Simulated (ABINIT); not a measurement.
An input for ABINIT 10.8.3 (NaCl (Fm-3m)):

```
acell 3*1.0 Angstrom
rprim 
  0.000000000000 2.810000000000 2.810000000000
  2.810000000000 0.000000000000 2.810000000000
  2.810000000000 2.810000000000 0.000000000000
ntypat 2
znucl 11 17
natom 2
typat 1 2
xred 
  0.000000000000 0.000000000000 0.000000000000
  0.500000000000 0.500000000000 0.500000000000
pp_dirpath "pseudos"
pseudos "Na.upf, Cl.upf"
ecut 38
ngkpt 6 6 6
nshiftk 1
shiftk 0 0 0
kptopt 1
chksymbreak 0
nband 13
occopt 1
tolvrs 1e-10
nstep 60
prtwf 0
optforces 0
optstress 0
indata_prefix "in"
outdata_prefix "out"
tmpdata_prefix "tmp"
```

The database entry behind the starting cell differs from later determinations by our own check (an axis about 0.4 % short against later determinations), so it need not match the best structure at ambient conditions.

```sh
OMP_NUM_THREADS=1 mpirun -n 4 abinit run.abi > log
```

Q: Estimate wall time and host memory on 4 MPI ranks of AMD EPYC 7571, shared host.

It took 16 s; on shared hardware allow 8.2 s to 33 s. Peak host memory was 0.38 GiB.

[Paths, hosts, dates, memory and timing lines, banners, echoed tables and standing remarks are left out of the program output.]

[Logs are printed without paths, hosts, clocks, repeated set-up lines and the standing remarks that a program may print on its own settings, such as how far it seeks lower states.]

[Runs of the session that timed out or met a known fault of the program may be left out.]

[Hosts, paths, dates, database ids (printed as entryN), source tags and the programs' standing remarks are cut or masked in the printed files.]

[G0W0 gaps are taken among the corrected bands and points alone; a level outside them can change the order at an edge.]

[Where Ansatz stands beside ABINIT at settings called matched, ABINIT's density can come from a denser mesh and the files from another edition; pairs whose starting gaps differed by over 0.03 eV were left out, so agreement reads better than it is.]
